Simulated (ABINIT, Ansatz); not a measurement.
## TiO2 (Rutile): G0W0 on several meshes in ABINIT

Aim: the GW shift of TiO2 (Rutile) against the k mesh.

Main program and level: ABINIT 10.8.3; PBE and many-body steps on it, plane waves.

### 1. Set-up

The structure is tetragonal, space group P4_2/mnm (No. 136). The conventional cell has a = 4.592 Å, b = 4.592 Å, c = 2.957 Å, α = 90.00°, β = 90.00°, γ = 90.00°. Nearest to Ti lie 6 O at 1.95 to 1.98 Å. Nearest to O lie 3 Ti at 1.95 to 1.98 Å. Farther neighbours and most contacts between anions are not listed.

The cell and positions come from the Crystallography Open Database and are kept as given unless a step says otherwise.

### 2. Empty states on the mesh, 4×4×4 mesh, 199 bands

This step: ABINIT 10.8.3; DFT, PBE, plane waves, norm-conserving pseudopotentials.

The sums over transitions need many empty states on a uniform mesh; this step solves for them.

Input file run.abi:

```
acell 3*1.0 Angstrom
rprim 
  4.592200000000 0.000000000000 0.000000000000
  0.000000000000 4.592200000000 0.000000000000
  0.000000000000 0.000000000000 2.957400000000
ntypat 2
znucl 22 8
natom 6
typat 1 1 2 2 2 2
xred 
  0.000000000000 0.000000000000 0.000000000000
  0.500000000000 0.500000000000 0.500000000000
  0.304960000000 0.304960000000 0.000000000000
  0.195040000000 0.804960000000 0.500000000000
  0.695040000000 0.695040000000 0.000000000000
  0.804960000000 0.195040000000 0.500000000000
pp_dirpath "pseudos"
pseudos "Ti.upf, O.upf"
ecut 38
ngkpt 4 4 4
nshiftk 1
shiftk 0 0 0
kptopt 1
chksymbreak 0
irdden 1
istwfk *1
nband 199
prtvol 0
optdriver 6
gwr_task "HDIAGO"
paral_kgb 0
occopt 1
indata_prefix "in"
outdata_prefix "out"
tmpdata_prefix "tmp"
```

Run with:

```bash
$ OMP_NUM_THREADS=1 mpirun -n 8 abinit run.abi > log
```

Numbers of over 12 decimals in the logs are rounded to 6 here.

Output:

```text
.Version 10.8.3 of ABINIT. v10.8.2 released Aug 2026.

 Symmetries : space group P4_2/m n m (#136); Bravais tP (primitive tetrag.)
[... echo of the input left out ...]
== DATASET  1 ==================================================================
-   mpi_nproc: 8, omp_nthreads: 1 (-1 if OMP is not activated)

--- !DatasetInfo
iteration_state: {dtset: 1, }
dimensions: {natom: 6, nkpt: 18, mband: 199, nsppol: 1, nspinor: 1, nspden: 1, mpw: 4748, }
cutoff_energies: {ecut:  38.0, pawecutdg:  -1.0, }
[...]
Direct band gap semiconductor
 Fundamental gap:     1.917 (eV)
   VBM:     5.660 (eV) at k: [ 0.0000E+00,  0.0000E+00,  0.0000E+00]
   CBM:     7.576 (eV) at k: [ 0.0000E+00,  0.0000E+00,  0.0000E+00]
 Direct gap:         1.917 (eV) at k: [ 0.0000E+00,  0.0000E+00,  0.0000E+00]

== END DATASET(S) ==============================================================
================================================================================

 -outvars: echo values of variables after computation  --------
           etotal      0.0000000000E+00
            nband         199
             nkpt          18
          spgroup         136
 [... the other variables as echoed above ...]

 Calculation completed.
```

Run time: 3.2 min. Hardware: 8 MPI ranks of Arm Neoverse V2, shared host; peak memory 9.9 GiB.

Numbers from this step:

| Item | Value |
| --- | --- |
| gap | 1.917 eV |
| k of the valence top | 0, 0, 0 |
| k of the conduction bottom | 0, 0, 0 |
| least direct gap | 1.917 eV |
| k points computed | 18 |
| lowest point of the top converged band, above the valence top | 98.8452 eV |

On this mesh the gap is 1.917 eV.

The density comes from a self-consistent run that is not shown.

### 3. Screening, 4×4×4 mesh, 92 bands, screening to 114.3 eV

The RPA dielectric matrix is built and inverted for each q.

This step: RPA screening on PBE, plane waves, norm-conserving pseudopotentials.

run.abi: that of step 2 with these lines changed.

```diff
@@ -24,10 +24,11 @@
 chksymbreak 0
-irdden 1
 istwfk *1
-nband 199
-prtvol 0
-optdriver 6
-gwr_task "HDIAGO"
-paral_kgb 0
 occopt 1
+irdwfk 1
+optdriver 3
+nband 92
+ecuteps 4.2
+inclvkb 2
+awtr 1
+symchi 1
 indata_prefix "in"
```

Output:

```text
.Version 10.8.3 of ABINIT. v10.8.2 released Aug 2026.

 Symmetries : space group P4_2/m n m (#136); Bravais tP (primitive tetrag.)
[... echo of the input left out ...]
== DATASET  1 ==================================================================
-   mpi_nproc: 8, omp_nthreads: 1 (-1 if OMP is not activated)

--- !DatasetInfo
iteration_state: {dtset: 1, }
dimensions: {natom: 6, nkpt: 18, mband: 92, nsppol: 1, nspinor: 1, nspden: 1, mpw: 4748, }
cutoff_energies: {ecut:  38.0, pawecutdg:  -1.0, }
electrons: {nelect:   4.80000000E+01, charge:   0.00000000E+00, occopt:   1.00000000E+00, tsmear:   1.00000000E-02, }

 SCREENING: Calculation of the susceptibility and dielectric matrices

 Based on a program developped by R.W. Godby, V. Olevano, G. Onida, and L. Reining.
 Incorporated in ABINIT by V. Olevano, G.-M. Rignanese, and M. Torrent.
.Using double precision arithmetic ; gwpc =  8

[... cell and pseudopotentials left out ...]
--------------------------------------------------------------------------------

 ==== K-mesh for the wavefunctions ====
 Number of points in the irreducible wedge :    18
[... list of points left out ...]
 Together with 16 symmetry operations and time-reversal symmetry
 yields    64 points in the full Brillouin Zone.

 ==== Q-mesh for the screening function ====
 Number of points in the irreducible wedge :    18
[... list of points left out ...]
 Together with 16 symmetry operations and time-reversal symmetry
 yields    64 points in the full Brillouin Zone.

 setmesh: FFT mesh size selected  =    36x   36x   24
          total number of points  =        31104

 vcoul_init : cutoff-mode = AUXILIARY_FUNCTION
 q-points for optical limit:   1
     1)      0.000010    0.000020    0.000030

- screening: taking advantage of time-reversal symmetry
- Maximum band index for partially occupied states nbvw = 24
- Remaining bands to be divided among processors   nbcw = 68
- Number of bands treated by each node ~8

 Number of electrons calculated from density =   48.0000; Expected =   48.0000
 average of density, n =  0.114049
 r_s =    1.2792
 omega_plasma =   32.5763 [eV]

 calculating chi0 at frequencies [eV] :
  1    0.000000E+00    0.000000E+00
  2    0.000000E+00    3.257632E+01

--------------------------------------------------------------------------------
  q-point number  1        q = ( 0.000000, 0.000000, 0.000000) [r.l.u.]
--------------------------------------------------------------------------------
[... chi0 elements left out ...]
 For q-point:  0.000010 0.000020 0.000030
  dielectric constant =   8.5615
  dielectric constant without local fields =   8.9524

  Average fulfillment of the sum rule on Im[epsilon] for q-point    1 :     49.88  [%]
[... wings left out ...]
  q-point number  2        q = ( 0.250000, 0.000000, 0.000000) [r.l.u.]
--------------------------------------------------------------------------------
[... chi0 elements left out ...]
  Average fulfillment of the sum rule on Im[epsilon] for q-point    2 :     64.36  [%]

 [... 16 further q-points ...]
```

Elapsed: 74 s, on 8 MPI ranks; peak memory 3.4 GiB.

Numbers from this step:

```yaml
eps_infinity_with_local_fields_on_this_mesh_along_the_program_s_q_direction: 8.562
the_same_without_local_fields: 8.952
plasma_frequency: 32.58 eV
plane_waves_in_the_screening_matrix: 181
```

Local fields lower ε∞ by 4 %. On a Γ-centred mesh this coarse the value itself is usually too large, while a short band sum pulls it down.

### 4. 4×4×4

The self-energy is evaluated for the states that the input lists, and the levels follow from it, in one-shot runs by the linearised quasiparticle equation.

This step: G0W0 on PBE, plane waves, norm-conserving pseudopotentials.

run.abi: that of step 3 with these lines changed.

```diff
@@ -27,8 +27,15 @@
 irdwfk 1
-optdriver 3
+optdriver 4
 nband 92
+gwcalctyp 0
+ecutsigx 38
+symsigma 1
+nkptgw 1
+kptgw 
+  0.0000000000 0.0000000000 0.0000000000
+bdgw 
+  22 26
 ecuteps 4.2
-inclvkb 2
-awtr 1
-symchi 1
+irdscr 1
+ppmodel 1
 indata_prefix "in"
```

Output:

```text
.Version 10.8.3 of ABINIT. v10.8.2 released Aug 2026.

 Symmetries : space group P4_2/m n m (#136); Bravais tP (primitive tetrag.)
[... echo of the input left out ...]
== DATASET  1 ==================================================================
-   mpi_nproc: 8, omp_nthreads: 1 (-1 if OMP is not activated)

--- !DatasetInfo
iteration_state: {dtset: 1, }
dimensions: {natom: 6, nkpt: 18, mband: 92, nsppol: 1, nspinor: 1, nspden: 1, mpw: 4748, }
cutoff_energies: {ecut:  38.0, pawecutdg:  -1.0, }
electrons: {nelect:   4.80000000E+01, charge:   0.00000000E+00, occopt:   1.00000000E+00, tsmear:   1.00000000E-02, }

 SIGMA: Calculation of the GW corrections

 Based on a program developped by R.W. Godby, V. Olevano, G. Onida, and L. Reining.
 Incorporated in ABINIT by V. Olevano, G.-M. Rignanese, and M. Torrent.
.Using double precision arithmetic ; gwpc =  8

[... cell and pseudopotentials left out ...]
--------------------------------------------------------------------------------

 ==== K-mesh for the wavefunctions ====
 Number of points in the irreducible wedge :    18
[... list of points left out ...]
 Together with 16 symmetry operations and time-reversal symmetry
 yields    64 points in the full Brillouin Zone.

 ==== Q-mesh for screening function ====
 Number of points in the irreducible wedge :    18
[... list of points left out ...]
 Together with 16 symmetry operations and time-reversal symmetry
 yields    64 points in the full Brillouin Zone.

 vcoul_init : cutoff-mode = AUXILIARY_FUNCTION
 q-points for optical limit:   1
     1)      0.000010    0.000020    0.000030
 setmesh: FFT mesh size selected  =    50x   50x   32
          total number of points  =        80000

 Number of electrons calculated from density =   48.0000; Expected =   48.0000
 average of density, n =  0.114049
 r_s =    1.2792
 omega_plasma =   32.5763 [eV]

 === KS Band Gaps ===
  >>>> For spin  1
   Minimum direct gap =   1.9166 [eV], located at k-point      :   0.0000  0.0000  0.0000
   Fundamental gap    =   1.9166 [eV], Top of valence bands at :   0.0000  0.0000  0.0000
                                       Bottom of conduction at :   0.0000  0.0000  0.0000
 SIGMA fundamental parameters:
 PLASMON POLE MODEL  1
 number of plane-waves for SigmaX                 4679
 number of plane-waves for SigmaC and W            181
 number of plane-waves for wavefunctions          4679
 number of bands                                    92
 number of independent spin polarizations            1
 number of spinorial components                      1
 number of k-points in IBZ                          18
 number of q-points in IBZ                          18
 number of symmetry operations                      16
 number of k-points in BZ                           64
 number of q-points in BZ                           64
 number of frequencies for dSigma/dE                 9
 frequency step for dSigma/dE [eV]                0.25
 number of omega for Sigma on real axis              0
 max omega for Sigma on real axis  [eV]           0.00
 zcut for avoiding poles [eV]                     0.10

 EPSILON^-1 parameters (SCR file):
 dimension of the eps^-1 matrix on file            181
 dimension of the eps^-1 matrix used               181
 number of plane-waves for wavefunctions          4679
 number of bands                                    92
 number of q-points in IBZ                          18
 number of frequencies                               2
 number of real frequencies                          1
 number of imag frequencies                          1

 matrix elements of self-energy operator (all in [eV])

 Perturbative Calculation

--- !SelfEnergy_ee
iteration_state: {dtset: 1, }
kpoint     : [   0.000,    0.000,    0.000, ]
spin       : 1
KS_gap     :    1.917
QP_gap     :    3.380
Delta_QP_KS:    1.463
data: !SigmaeeData |
     Band     E0 <VxcDFT>   SigX SigC(E0)      Z dSigC/dE  Sig(E)    E-E0       E
       22   5.208 -20.672 -25.174   4.950   0.772  -0.296 -20.326   0.345   5.553
       23   5.208 -20.672 -25.174   4.950   0.772  -0.296 -20.326   0.345   5.553
       24   5.660 -20.448 -25.098   5.145   0.765  -0.307 -20.070   0.379   6.038
       25   7.576 -20.150 -12.063  -5.726   0.780  -0.282 -18.308   1.842   9.418
       26   7.879 -19.778 -12.069  -5.462   0.781  -0.280 -18.022   1.756   9.635

== END DATASET(S) ==============================================================
================================================================================

 -outvars: echo values of variables after computation  --------
           etotal      0.0000000000E+00
            nband          92
             nkpt          18
          spgroup         136
 [... the other variables as echoed above ...]

 Calculation completed.
```

Wall time 4.2 s (8 MPI ranks); peak memory 1.6 GiB; 32 s of CPU time.

Numbers from this step:

```
G0W0 gap on the points computed              : 3.380 eV
starting gap on the mesh                     : 1.917 eV
k of the valence top                         : 0, 0, 0
k of the conduction bottom                   : 0, 0, 0
Z at the valence top                         : 0.765
Z at the conduction bottom                   : 0.78
least direct G0W0 gap on the computed points : 3.380 eV
```

The gap on the mesh goes from 1.92 eV to 3.38 eV, a correction of +1.46 eV.

### 5. Empty states on the mesh, 2×2×4 mesh, 100 bands

This step: DFT, PBE, plane waves, norm-conserving pseudopotentials.

run.abi: that of step 4 with these lines changed.

```diff
@@ -19,3 +19,3 @@
 ecut 38
-ngkpt 4 4 4
+ngkpt 2 2 4
 nshiftk 1
@@ -24,18 +24,10 @@
 chksymbreak 0
+iscf -2
+irdden 1
 istwfk *1
-occopt 1
-irdwfk 1
-optdriver 4
-nband 92
-gwcalctyp 0
-ecutsigx 38
-symsigma 1
-nkptgw 1
-kptgw 
-  0.0000000000 0.0000000000 0.0000000000
-bdgw 
-  22 26
-ecuteps 4.2
-irdscr 1
-ppmodel 1
+nband 100
+nbdbuf 8
+tolwfr 1e-09
+nstep 60
+prtvol 0
 indata_prefix "in"
```

Output:

```text
.Version 10.8.3 of ABINIT. v10.8.2 released Aug 2026.

 Symmetries : space group P4_2/m n m (#136); Bravais tP (primitive tetrag.)
[... echo of the input left out ...]
== DATASET  1 ==================================================================
-   mpi_nproc: 8, omp_nthreads: 1 (-1 if OMP is not activated)
-    --> not optimal distribution: autoparal keyword recommended in input file <--

--- !DatasetInfo
iteration_state: {dtset: 1, }
dimensions: {natom: 6, nkpt: 9, mband: 100, nsppol: 1, nspinor: 1, nspden: 1, mpw: 4748, }
cutoff_energies: {ecut:  38.0, pawecutdg:  -1.0, }
[...]
1.85998    1.90917    1.93980    2.00700    2.00700    2.04220    2.09044    2.10174
   2.10174    2.13019    2.13019    2.15999    2.15999    2.18115    2.20601    2.22468
   2.26410    2.26410    2.27794    2.28399
 prteigrs : prtvol=0 or 1, do not print more k-points.

== END DATASET(S) ==============================================================
================================================================================

 -outvars: echo values of variables after computation  --------
            nband         100
             nkpt           9
          spgroup         136
 [... the other variables as echoed above ...]

 Calculation completed.
```

The job ended after 24 s (8 MPI ranks; peak memory 0.57 GiB).

This step gave:

- gap: 1.917 eV
- k of the valence top: 0, 0, 0
- k of the conduction bottom: 0, 0, 0
- least direct gap: 1.917 eV
- k points computed: 9
- lowest point of the top converged band, above the valence top: 50.2096 eV

On this mesh the gap is 1.917 eV.

### 6. Screening, 2×2×4 mesh, 92 bands, screening to 114.3 eV

This step: RPA screening on PBE, plane waves, norm-conserving pseudopotentials.

run.abi: that of step 5 with these lines changed.

```diff
@@ -24,10 +24,11 @@
 chksymbreak 0
-iscf -2
-irdden 1
 istwfk *1
-nband 100
-nbdbuf 8
-tolwfr 1e-09
-nstep 60
-prtvol 0
+occopt 1
+irdwfk 1
+optdriver 3
+nband 92
+ecuteps 4.2
+inclvkb 2
+awtr 1
+symchi 1
 indata_prefix "in"
```

Output:

```text
.Version 10.8.3 of ABINIT. v10.8.2 released Aug 2026.

 Symmetries : space group P4_2/m n m (#136); Bravais tP (primitive tetrag.)
[... echo of the input left out ...]
== DATASET  1 ==================================================================
-   mpi_nproc: 8, omp_nthreads: 1 (-1 if OMP is not activated)

--- !DatasetInfo
iteration_state: {dtset: 1, }
dimensions: {natom: 6, nkpt: 9, mband: 92, nsppol: 1, nspinor: 1, nspden: 1, mpw: 4748, }
cutoff_energies: {ecut:  38.0, pawecutdg:  -1.0, }
electrons: {nelect:   4.80000000E+01, charge:   0.00000000E+00, occopt:   1.00000000E+00, tsmear:   1.00000000E-02, }

 SCREENING: Calculation of the susceptibility and dielectric matrices

 Based on a program developped by R.W. Godby, V. Olevano, G. Onida, and L. Reining.
 Incorporated in ABINIT by V. Olevano, G.-M. Rignanese, and M. Torrent.
.Using double precision arithmetic ; gwpc =  8

[... cell and pseudopotentials left out ...]
--------------------------------------------------------------------------------

 ==== K-mesh for the wavefunctions ====
 Number of points in the irreducible wedge :     9
[... list of points left out ...]
 Together with 16 symmetry operations and time-reversal symmetry
 yields    16 points in the full Brillouin Zone.

 ==== Q-mesh for the screening function ====
 Number of points in the irreducible wedge :     9
[... list of points left out ...]
 Together with 16 symmetry operations and time-reversal symmetry
 yields    16 points in the full Brillouin Zone.

 setmesh: FFT mesh size selected  =    36x   36x   24
          total number of points  =        31104

 vcoul_init : cutoff-mode = AUXILIARY_FUNCTION
 q-points for optical limit:   1
     1)      0.000010    0.000020    0.000030

- screening: taking advantage of time-reversal symmetry
- Maximum band index for partially occupied states nbvw = 24
- Remaining bands to be divided among processors   nbcw = 68
- Number of bands treated by each node ~8

 Number of electrons calculated from density =   48.0000; Expected =   48.0000
 average of density, n =  0.114049
 r_s =    1.2792
 omega_plasma =   32.5763 [eV]

 calculating chi0 at frequencies [eV] :
  1    0.000000E+00    0.000000E+00
  2    0.000000E+00    3.257632E+01

--------------------------------------------------------------------------------
  q-point number  1        q = ( 0.000000, 0.000000, 0.000000) [r.l.u.]
--------------------------------------------------------------------------------
[... chi0 elements left out ...]
 For q-point:  0.000010 0.000020 0.000030
  dielectric constant =   8.9104
  dielectric constant without local fields =   9.3189

  Average fulfillment of the sum rule on Im[epsilon] for q-point    1 :     49.82  [%]
[... wings left out ...]
  q-point number  2        q = ( 0.500000, 0.000000, 0.000000) [r.l.u.]
--------------------------------------------------------------------------------
[... chi0 elements left out ...]
  Average fulfillment of the sum rule on Im[epsilon] for q-point    2 :     59.25  [%]

 [... 7 further q-points ...]
```

The job ended after 17 s (8 MPI ranks; peak memory 2 GiB; 2.3 min of CPU time).

This step gave:

* ε∞ with local fields, on this mesh, along the program's q direction: 8.910
* the same without local fields: 9.319
* plasma frequency: 32.58 eV
* plane waves in the screening matrix: 181

[end of part 1 of 2]

[Paths, hosts, dates, memory and timing lines, banners, echoed tables and standing remarks are left out of the program output.]

[Logs are printed without paths, hosts, clocks, repeated set-up lines and the standing remarks that a program may print on its own settings, such as how far it seeks lower states.]

[Runs of the session that timed out or met a known fault of the program may be left out.]

[Hosts, paths, dates, database ids (printed as entryN), source tags and the programs' standing remarks are cut or masked in the printed files.]

[G0W0 gaps are taken among the corrected bands and points alone; a level outside them can change the order at an edge.]

[Where Ansatz stands beside ABINIT at settings called matched, ABINIT's density can come from a denser mesh and the files from another edition; pairs whose starting gaps differed by over 0.03 eV were left out, so agreement reads better than it is.]
